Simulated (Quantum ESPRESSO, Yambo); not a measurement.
Planning a run of Yambo 5.3.0 on PbO (P4/nmm). The input:

```
HF_and_locXC
gw0
dyson
ppa
em1d
rim_cut
RandQpts= 1000000
RandGvec= 1 RL
EXXRLvcs= 76 Ry
VXCRLvcs= 304 Ry
Chimod= "HARTREE"
% BndsRnXp
 1 | 163 |
%
NGsBlkXp= 11.5 Ry
% LongDrXp
 1 | 1 | 1 |
%
% GbndRnge
 1 | 163 |
%
DysSolver= "n"
ExtendOut
PPAPntXp= 27.21138 eV
% QPkrange
 1 | 1 | 27 | 30 |
 11 | 11 | 27 | 30 |
%
```

The database entry behind the starting cell differs from later determinations by our own check (c about 1 % long), so it need not match the best structure at ambient conditions.

```sh
OMP_NUM_THREADS=1 mpirun -n 8 yambo -F gw1.in -J gw1 -C gw1 > gw1.log
```

The stored states that it reads are on a 4×4×2 mesh. Symmetry: P4/nmm, No. 129, tetragonal system. The conventional cell has a = 3.960 Å, b = 3.960 Å, c = 5.070 Å, α = 90.00°, β = 90.00°, γ = 90.00°. Nearest to Pb lie 4 O at 2.32 Å. O has 4 Pb at 2.32 Å nearest. Farther neighbours and most contacts between anions are not listed.

Q: How long will it take on 8 MPI ranks of Arm Neoverse V2, shared host, and how much memory?

It took 2.5 min; on shared hardware allow 75 s to 5 min. Peak host memory was 4.7 GiB.

The screening grows as filled bands × empty bands × pairs of k points, times the square of the screening basis for the matrix.

[Paths, hosts, dates, memory and timing lines, banners, echoed tables and standing remarks are left out of the program output.]

[Logs are printed without paths, hosts, clocks, repeated set-up lines and the standing remarks that a program may print on its own settings, such as how far it seeks lower states.]

[Runs of the session that timed out or met a known fault of the program may be left out.]

[Hosts, paths, dates, database ids (printed as entryN), source tags and the programs' standing remarks are cut or masked in the printed files.]
